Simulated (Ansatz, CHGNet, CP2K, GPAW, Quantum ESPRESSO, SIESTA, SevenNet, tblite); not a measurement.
## CP2K on glassy 76SiO2-24MgO (mol %) (94 atoms): settings against a plane-wave reference

How do the settings of CP2K change the result for glassy 76SiO2-24MgO (mol %) (94 atoms)? A plane-wave run serves as the yardstick.

Calculated with CP2K 2026.2; the method is named at each step.

**1. Starting point**

The cell holds 94 atoms: 26 Si, 8 Mg and 60 O. Its edges and angles: a = 10.793 Å, b = 10.793 Å, c = 10.793 Å, α = 90.0°, β = 90.0°, γ = 90.0°. 94 atoms (26 Si, 8 Mg, 60 O) placed at random at 2.34 g/cm³, melted at 4000 K for 10 ps at fixed volume with the Morse and Coulomb pair potential with partial charges (Pedone, Malavasi, Menziani, Cormack and Segre, J. Phys. Chem. B 110, 11780 (2006)). Quenched from 4000 K to 300 K at 50 K/ps and fixed volume, held 10 ps at zero pressure. Then every atom was moved at random, 0.05 Å r.m.s. a Cartesian component.

The yardstick, on the same geometry:

* method: Kohn-Sham DFT, PBE, SSSP efficiency 1.3.0 pseudopotentials, plane waves (Quantum ESPRESSO 7.5); sssp-pbe-1.3.0-efficiency, cutoffs 60/480 Ry, Γ point
* r.m.s. force component: 2.817 eV/Å
* longest force: 15.85 eV/Å
* pressure: 5.792 GPa
* gap (highest filled to lowest empty level): 1.872 eV
* time: 3.4 min on 4 MPI ranks of Arm Neoverse V1, shared host
* CPU time: 13 min

**2. PBE, DZVP-MOLOPT-SR, 1200/60 Ry, OT DIIS**

Method: Kohn-Sham DFT, PBE, GTH-PBE pseudopotentials, Gaussian and plane waves, DZVP-MOLOPT-SR-GTH, orbital transformation.

File input.inp:

```
&GLOBAL
  PROJECT cell
  RUN_TYPE ENERGY_FORCE
  PRINT_LEVEL LOW
&END GLOBAL
&FORCE_EVAL
  METHOD QS
  STRESS_TENSOR ANALYTICAL
  &DFT
    BASIS_SET_FILE_NAME BASIS_MOLOPT
    POTENTIAL_FILE_NAME GTH_POTENTIALS
    &MGRID
      CUTOFF 1200
      REL_CUTOFF 60
      NGRIDS 5
    &END MGRID
    &QS
      EPS_DEFAULT 1.0E-12
    &END QS
    &SCF
      SCF_GUESS ATOMIC
      EPS_SCF 1.0E-06
      MAX_SCF 30
      &OT
        MINIMIZER DIIS
        PRECONDITIONER FULL_ALL
        ENERGY_GAP 0.001
      &END OT
      &OUTER_SCF
        EPS_SCF 1.0E-06
        MAX_SCF 8
      &END OUTER_SCF
      &PRINT
        &RESTART OFF
        &END RESTART
      &END PRINT
    &END SCF
    &XC
      &XC_FUNCTIONAL PBE
      &END XC_FUNCTIONAL
    &END XC
    &PRINT
      &MULLIKEN ON
      &END MULLIKEN
      &HIRSHFELD ON
        SHAPE_FUNCTION DENSITY
      &END HIRSHFELD
      &MO_CUBES
        NHOMO 1
        NLUMO 4
        WRITE_CUBE F
      &END MO_CUBES
    &END PRINT
  &END DFT
  &SUBSYS
    &CELL
      A 10.79285 0.00000 0.00000
      B 0.00000 10.79285 0.00000
      C 0.00000 0.00000 10.79285
    &END CELL
    &TOPOLOGY
      COORD_FILE_NAME structure.xyz
      COORD_FILE_FORMAT XYZ
    &END TOPOLOGY
    &KIND Si
      BASIS_SET DZVP-MOLOPT-SR-GTH-q4
      POTENTIAL GTH-PBE-q4
    &END KIND
    &KIND Mg
      BASIS_SET DZVP-MOLOPT-SR-GTH-q10
      POTENTIAL GTH-PBE-q10
    &END KIND
    &KIND O
      BASIS_SET DZVP-MOLOPT-SR-GTH-q6
      POTENTIAL GTH-PBE-q6
    &END KIND
  &END SUBSYS
  &PRINT
    &FORCES ON
    &END FORCES
    &STRESS_TENSOR ON
    &END STRESS_TENSOR
  &END PRINT
&END FORCE_EVAL
```

File structure.xyz:

```xyz
94

Si 4.18104 3.43277 8.21811
Si 2.12004 4.95327 9.93978
Si 1.86727 1.24398 8.39295
Si 1.22445 10.74720 3.00915
Si 0.41326 4.95554 7.09285
Si 9.47396 1.92739 9.01052
Si 7.88666 10.51990 8.37234
Si 8.59888 2.74160 2.44555
Si 0.74384 3.73497 1.78158
Si 7.43627 3.41270 5.06023
Si 7.14692 3.81937 8.19825
Si 3.30175 3.03765 3.36133
Si 7.43390 10.78368 3.27908
Si 5.83073 3.63071 1.36400
Si 1.73063 9.18256 7.17401
Si 3.15378 5.16524 5.68783
Si 0.09908 6.62314 3.10478
Si 2.47038 10.51990 0.30932
Si 6.49287 6.85961 8.66374
Si 9.21709 8.36457 9.61265
Si 5.74039 6.66566 0.88728
Si 8.33445 7.96296 1.59918
Si 10.14204 7.38879 6.12991
Si 1.52870 7.89292 9.74864
Si 7.64058 9.15061 5.56123
Si 5.17863 1.07000 4.62776
Mg 2.77916 7.88580 4.37510
Mg 9.61373 10.72777 1.08036
Mg 4.72284 9.05175 6.49352
Mg 5.78518 6.45445 5.02234
Mg 10.46799 2.06446 5.14733
Mg 5.36653 0.66106 10.30814
Mg 2.82568 7.56741 1.30960
Mg 4.50256 9.80142 2.39968
O 6.29730 8.63784 4.99504
O 5.85890 0.29367 3.48318
O 3.99854 10.50781 0.59145
O 2.21707 0.60354 9.83272
O 2.84402 8.73919 6.06170
O 3.76746 1.65735 4.07829
O 6.13671 2.44857 4.86337
O 5.61951 5.22266 1.00805
O 2.98789 2.31895 7.96750
O 0.41995 5.06401 2.65796
O 1.80143 8.97415 0.15132
O 8.51783 2.88083 4.02260
O 1.09429 4.79408 8.72203
O 9.34855 9.62075 8.74739
O 10.63862 7.72315 9.79332
O 10.19601 6.16822 7.10796
O 4.01634 4.37143 6.88033
O 2.05075 6.54565 10.44942
O 5.80709 2.84305 8.38227
O 10.67229 6.81698 4.61438
O 8.03668 10.34246 4.61524
O 4.52620 7.81759 1.64213
[... 34 atom lines left out ...]
O 1.57468 10.69312 7.42332
O 0.28752 1.89263 8.60946
O 1.63048 7.29553 2.75498
O 5.87811 7.47383 7.47934
```

On the command line:

```
> OMP_NUM_THREADS=1 mpirun -np 4 cp2k.psmp -i input.inp > output.txt
```

Numbers of over 12 decimals in the logs are rounded to 6 here.

What it wrote:

```text
CP2K| version string:                                       CP2K version 2026.2
 CP2K| Input file name                                                 input.inp
 GLOBAL| Basis set file name                                        BASIS_MOLOPT
 GLOBAL| Potential file name                                      GTH_POTENTIALS
 GLOBAL| Run type                                                   ENERGY_FORCE
 GLOBAL| Total number of message passing processes                             4
 GLOBAL| Number of threads for this process                                    1
 TOTAL NUMBERS AND MAXIMUM NUMBERS
  Total number of            - Atomic kinds:                                   3
                             - Atoms:                                         94
                             - Shell sets:                                    94
                             - Shells:                                       470
                             - Primitive Cartesian functions:                460
                             - Cartesian basis functions:                   1276
                             - Spherical basis functions:                   1190
  Maximum angular momentum of- Orbital basis functions:                        2
                             - Local part of the GTH pseudopotential:          2
                             - Non-local part of the GTH pseudopotential:      2
 SCF PARAMETERS         Density guess:                                    ATOMIC
                        max_scf:                                              30
                        eps_scf:                                        1.00E-06
                        Outer loop SCF in use
                        eps_scf                                         1.00E-06
                        max_scf                                                8
 Extrapolation method: initial_guess
 Number of electrons:                                                        544
[... lines left out ...]
  Step     Update method      Time    Convergence         Total energy    Change
[... lines left out ...]
  Total energy:                                             -1574.492463
[... lines left out ...]
  Preconditioner : FULL_ALL            : diagonalization, state selective
  Precond_solver : DEFAULT
  stepsize       :    0.15000000                  energy_gap     :    0.00100000
  eps_taylor     :   0.10000E-15                  max_taylor     :             4
  ----------------------------------- OT ---------------------------------------
  Step     Update method      Time    Convergence         Total energy    Change
[...]
4 OT DIIS     0.15E+00    5.6     0.00000193     -1574.4931921812 -4.87E-06
     5 OT DIIS     0.15E+00    5.6     0.00000080     -1574.4931922224 -4.12E-08
  *** SCF run converged in     5 steps ***
  Electronic density on regular grids:       -544.0000000012       -0.0000000012
  Core density on regular grids:              543.9999999997       -0.0000000003
  Total charge density on r-space grids:       -0.0000000015
  Total charge density g-space grids:          -0.0000000015
  Overlap energy of the core charge distribution:               4.81077e-06
  Self energy of the core charge distribution:              -3929.053870
  Core Hamiltonian energy:                                   1131.321662
  Hartree energy:                                            1540.672375
  Exchange-correlation energy:                               -317.433364
  Total energy:                                             -1574.493192
  outer SCF iter =    2 RMS gradient =   0.80E-06 energy =      -1574.4931922224
  outer SCF loop converged in   2 iterations or   35 steps
 !-----------------------------------------------------------------------------!
                     Mulliken Population Analysis
 #  Atom  Element  Kind  Atomic population                           Net charge
       1     Si       1          3.086075                              0.913925
       2     Si       1          3.118590                              0.881410
       3     Si       1          3.124056                              0.875944
[...]
93     O        3          6.871562                             -0.871562
      94     O        3          6.626120                             -0.626120
 # Total charge                            544.000000                 -0.000000
 !-----------------------------------------------------------------------------!
 !-----------------------------------------------------------------------------!
                           Hirshfeld Charges
  #Atom  Element  Kind  Ref Charge     Population                    Net charge
      1       Si     1       4.000          3.412                         0.588
      2       Si     1       4.000          3.438                         0.562
      3       Si     1       4.000          3.414                         0.586
[...]
93       O      3       6.000          6.390                        -0.390
     94       O      3       6.000          6.379                        -0.379
  Total Charge                                                           -0.000
 !-----------------------------------------------------------------------------!
  Eigenvalues of the occupied subspace spin            1
      -2.68752653     -2.64815208     -2.64677659     -2.63794616
      -2.63142177     -2.62939646     -2.62593606     -2.62221878
      -1.46416549     -1.46372572     -1.46217590     -1.42626091
[...]
0.11448675      0.11662715      0.11876148      0.15186305
 Fermi Energy [eV] :    4.132404
  Using OT eigensolver for additional unoccupied orbitals spin            1
  Lowest Eigenvalues of the unoccupied subspace spin            1
 WARNING : did not converge in ot_eigensolver
 number of iterations          299  exceeded maximum
 current gradient / target gradient   9.6987258147436734E-005  /    1.0000000000000001E-005
       0.21272309      0.25093721      0.26256837      0.27154991
 HOMO - LUMO gap [eV] :    1.656086
 ENERGY| Total FORCE_EVAL ( QS ) energy [hartree]          -1574.493192
 FORCES| Atomic forces [hartree/bohr]
 FORCES|   Atom     x               y               z               |f|
 FORCES|      1 -1.49199673E-03  2.74690179E-02 -3.36764804E-02   4.34842308E-02
 FORCES|      2 -8.87429901E-02 -2.75911423E-02  5.20859196E-03   9.30791000E-02
 FORCES|      3 -8.25043486E-02  2.36360268E-03 -1.38883727E-03   8.25498820E-02
[...]
FORCES|     93 -2.23095578E-02 -1.81166365E-02  1.55486858E-02   3.26755339E-02
 FORCES|     94 -6.90479363E-02  4.77944260E-02 -9.50839736E-02   1.26857742E-01
 FORCES| Sum     1.46223460E-02  2.23641939E-02 -3.82416283E-02
 FORCES| Total atomic force                                       4.66518199E-02
 STRESS| Analytical stress tensor [bar]
 STRESS|                        x                   y                   z
 STRESS|      x        3.39201636081E+04   2.40419613987E+04   1.70362988967E+04
 STRESS|      y        2.40419613987E+04   6.29569238923E+04  -1.25418920859E+04
 STRESS|      z        1.70362988967E+04  -1.25418920859E+04   8.16732718240E+04
 STRESS| 1/3 Trace                                             5.95167864415E+04
```

Elapsed: 3.6 min, on 4 MPI ranks of Arm Neoverse V1, shared host; peak memory 5.9 GiB; 15 min of CPU time.

Banners, paths, timers and routine set-up lines are dropped from the logs unmarked, and long logs keep their key lines alone; longer cuts are marked.

The solver for the empty levels stopped short of its threshold, so the gap is rough; its iterations count in the time.

Compared with the plane-wave run:

- r.m.s. force component: 2.761 eV/Å
- r.m.s. difference of force components: 217 meV/Å
- longest difference of force vectors: 1147 meV/Å
- force difference over r.m.s. force: 7.704 %
- slope of forces against the reference's: 0.9775
- correlation of force components: 0.9972
- gap (highest filled to lowest empty level): 1.656 eV
- gap difference: -0.2163 eV
- pressure: 5.952 GPa
- pressure difference: 0.1594 GPa

Length of the force difference by element (eV/Å):

| element | atoms | mean | most |
| --- | --- | --- | --- |
| Mg | 8 | 0.86 | 1.1 |
| O | 60 | 0.22 | 0.64 |
| Si | 26 | 0.31 | 0.66 |

The surroundings of O93, which has 3 bonded neighbours where the commonest count for O is 2, nearest first, numbered as they follow in the input and with coordinates relative to it.

```csv
atom,x,y,z,distance (Å),bonds,Hirshfeld charge (e),Fx,Fy,Fz (eV/Å)
O93,0.00,0.00,0.00,0.00,3,-0.39,-1.15,-0.93,0.80
Si17,-1.53,-0.67,0.35,1.71,4,0.51,2.84,0.06,-3.51
Mg33,1.20,0.27,-1.45,1.90,4,0.53,-3.22,-0.06,-0.56
Mg27,1.15,0.59,1.62,2.07,4,0.56,-1.55,-0.33,-1.72
O44,-1.21,-2.23,-0.10,2.54,2,-0.31,-0.59,0.73,0.63
O54,-1.75,-0.48,1.86,2.60,2,-0.28,-0.51,0.24,4.20
O60,0.88,2.42,0.68,2.66,3,-0.38,1.62,0.47,-1.16
O88,-2.81,-0.15,-0.50,2.86,2,-0.27,-1.18,0.39,-0.48
O45,0.17,1.68,-2.60,3.10,3,-0.23,1.23,0.54,0.42
O56,2.90,0.52,-1.11,3.15,3,-0.39,4.85,-1.51,0.44
O52,0.42,-0.75,-3.10,3.22,3,-0.23,1.94,-0.79,0.47
O78,-1.81,2.67,0.04,3.23,2,-0.44,-0.42,0.12,-2.15
O82,2.33,-1.00,2.17,3.33,3,-0.35,-0.64,2.33,-0.61
```

Forces lie 7.7 % from the reference's, at 1.1 times its CPU time.

The difference per atom is largest on Mg (0.86 eV/Å on average, against 0.31 on Si). The forces add up to 2.4 eV/Å instead of zero, usually a sign of too coarse a grid.

**3. GFN1-xTB, OT DIIS**

Method: GFN1-xTB tight binding (the program's own implementation), orbital transformation.

File input.inp:

```
&GLOBAL
  PROJECT cell
  RUN_TYPE ENERGY_FORCE
  PRINT_LEVEL LOW
&END GLOBAL
&FORCE_EVAL
  METHOD QS
  STRESS_TENSOR ANALYTICAL
  &DFT
    &QS
      METHOD XTB
      &XTB
        GFN_TYPE 1
        DO_EWALD T
        CHECK_ATOMIC_CHARGES F
      &END XTB
    &END QS
    &SCF
      SCF_GUESS ATOMIC
      EPS_SCF 1.0E-06
      MAX_SCF 30
      &OT
        MINIMIZER DIIS
        PRECONDITIONER FULL_SINGLE_INVERSE
      &END OT
      &OUTER_SCF
        EPS_SCF 1.0E-06
        MAX_SCF 8
      &END OUTER_SCF
      &PRINT
        &RESTART OFF
        &END RESTART
      &END PRINT
    &END SCF
    &PRINT
      &MULLIKEN ON
      &END MULLIKEN
      &MO_CUBES
        NHOMO 1
        NLUMO 4
        WRITE_CUBE F
      &END MO_CUBES
    &END PRINT
  &END DFT
  &SUBSYS
    &CELL
      A 10.79285 0.00000 0.00000
      B 0.00000 10.79285 0.00000
      C 0.00000 0.00000 10.79285
    &END CELL
    &TOPOLOGY
      COORD_FILE_NAME structure.xyz
      COORD_FILE_FORMAT XYZ
    &END TOPOLOGY
  &END SUBSYS
  &PRINT
    &FORCES ON
    &END FORCES
    &STRESS_TENSOR ON
    &END STRESS_TENSOR
  &END PRINT
&END FORCE_EVAL
```

structure.xyz is that of step 2.

On the command line:

```
> OMP_NUM_THREADS=1 cp2k.psmp -i input.inp > output.txt
```

What it wrote:

```text
CP2K| version string:                                       CP2K version 2026.2
 CP2K| Input file name                                                 input.inp
 GLOBAL| Basis set file name                                           BASIS_SET
 GLOBAL| Potential file name                                           POTENTIAL
 GLOBAL| Run type                                                   ENERGY_FORCE
 GLOBAL| Total number of message passing processes                             1
 GLOBAL| Number of threads for this process                                    1
[... lines left out ...]
 Number of electrons:                                                        480
[... lines left out ...]
  Step     Update method      Time    Convergence         Total energy    Change
[... lines left out ...]
  *** SCF run converged in    22 steps ***
[... lines left out ...]
  Total energy:                                              -345.282681
[... lines left out ...]
  outer SCF loop converged in   1 iterations or   22 steps
[... lines left out ...]
      -0.40931513     -0.40589501     -0.40390123     -0.40262511
[...]
-0.08522162     -0.08341972     -0.08285069     -0.08260602
      -0.08170354     -0.07448974     -0.06537623     -0.04751853
 Fermi Energy [eV] :   -1.293045
 ENERGY| Total FORCE_EVAL ( QS ) energy [hartree]           -345.282681
 FORCES| Atomic forces [hartree/bohr]
 FORCES|   Atom     x               y               z               |f|
 FORCES|      1  1.72243379E-02 -1.96991858E-03 -1.51110035E-02   2.29978438E-02
 FORCES|      2 -6.63509664E-02  2.02869133E-03  2.49117063E-02   7.09024643E-02
 FORCES|      3 -7.19323556E-02  1.02742331E-02 -1.90261013E-02   7.51120242E-02
[...]
FORCES|     93  8.01446735E-03 -4.70937104E-03 -2.09418984E-03   9.52866693E-03
 FORCES|     94 -7.78842928E-02  6.06357698E-02 -1.10920540E-01   1.48479042E-01
 FORCES| Sum     6.07847106E-15  5.10008702E-15 -6.77236045E-15
 FORCES| Total atomic force                                       1.04318533E-14
 STRESS| Analytical stress tensor [bar]
 STRESS|                        x                   y                   z
 STRESS|      x        1.52304605687E+03   2.28024563482E+04   1.94128361958E+04
 STRESS|      y        2.28024563482E+04   4.24931770040E+04  -1.36415780291E+04
 STRESS|      z        1.94128361958E+04  -1.36415780291E+04   3.96948977793E+04
 STRESS| 1/3 Trace                                             2.79037069467E+04
```

Run time: 6.7 s. Hardware: 1 thread; peak memory 0.43 GiB.

Against the reference:

```yaml
r_m_s_force_component: 2.667 eV/Å
r_m_s_difference_of_force_components: 713.1 meV/Å
longest_difference_of_force_vectors: 2948 meV/Å
force_difference_over_r_m_s_force: 25.31 %
slope_of_forces_against_the_reference_s: 0.916
correlation_of_force_components: 0.9677
pressure: 2.79 GPa
pressure_difference: -3.002 GPa
```

Against the first run (7.7 %), the force difference from the reference is 25 %, at 0.0077 times the CPU time (on 1 against 4 cores) (22 SCF steps against 35); the model has changed, so this is no error of the program alone.

(Part 1 of 2 ends here.)

[Also dropped from logs without a mark: logging warnings of Python, and SIESTA's first energy breakdown and zero terms.]

[Logs are printed without paths, hosts, clocks, repeated set-up lines and the standing remarks that a program may print on its own settings, such as how far it seeks lower states.]

[Hosts, paths, dates, database ids (printed as entryN), source tags and the programs' standing remarks are cut or masked in the printed files.]
